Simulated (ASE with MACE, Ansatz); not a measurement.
# Binding curve of Cu(111) on Ru(0001), film 4.2 Å thick (56 atoms)

The cell holds 56 atoms: 32 Ru and 24 Cu. Its edges and angles: a = 7.183 Å, b = 7.183 Å, c = 26.767 Å, α = 90.0°, β = 90.0°, γ = 81.8°. It derives from Ru and Cu (Ru). The starting structure: Cu(111) slab, 3 repeats (4.2 Å between outer planes), strained in the plane by up to 5.6 % to a cell of 51 Å^2 of Ru(0001) (2 repeats); 14 Å of vacuum, lowest layers held; starting gap 2.15 Å. Of 4 lateral registries the lowest after a short relaxation was kept. Relaxed with the MACE-MP-0b2 potential. Lattice constants are starting values near those of PBE. Regions: Ru, 32 atoms (32 Ru); Cu, 24 atoms (24 Cu). Vacuum lies along c.

Calculated with Ansatz 0.2.0: Kohn-Sham DFT, PBE, PAW (set soft_2), plane waves; cutoff 420 eV, k-mesh 3×3×1, fermi-dirac smearing of 0.1 eV. The upper part (Cu) is moved rigidly along the normal by z from its relaxed place. Energies are the whole cell less its two frozen parts, over the face of 51.07 Å².

```
shift z (Å)  interaction energy (meV/Å²)
       -0.4                       -114.0
       -0.2                       -192.7
       +0.0                       -212.2
       +0.3                       -188.0
       +0.6                       -143.3
       +1.0                       -88.09
       +1.6                            ?
       +2.4                       -8.800
       +3.5                       -1.349
```

Task: Fit the universal binding curve to the rows given and interpolate to the withheld row.

Worked fit:

The universal binding curve is E(z) = −D (1 + z/l) exp(−z/l), whose curvature at z = 0 is D/l². The depth is D = 212.2 meV/Å². A parabola through the rows at −0.2, 0 and +0.3 Å has the curvature 2 {[E(0.3) − E(0)]/0.3 + [E(−0.2) − E(0)]/0.2} / 0.5 = 712.0 meV/Å⁴, so l = √(D / curvature) = 0.546 Å. At z = 1.6 Å, z/l = 2.931.

Prediction at +1.6: -44.50 meV/Å². The run gave -35.86 meV/Å², so the fit is low by 8.6 meV/Å² (24 % of the value).

The curve's steepest slope, D/(e l) at z = l, is 22.9 GPa, an estimate of the stress that rigid separation needs. Among the rows given, the largest miss of the fit is at +1.0, by 8.1 meV/Å² (3.9 % of the range of the table).

Limits: The parts are rigid, and they also feel their periodic images through the vacuum. The functional has no dispersion term.

[Long decimals in the printed logs are rounded to 6 places.]

[Logs are printed without paths, hosts, clocks, repeated set-up lines and the standing remarks that a program may print on its own settings, such as how far it seeks lower states.]

[Hosts, paths, dates, database ids (printed as entryN), source tags and the programs' standing remarks are cut or masked in the printed files.]
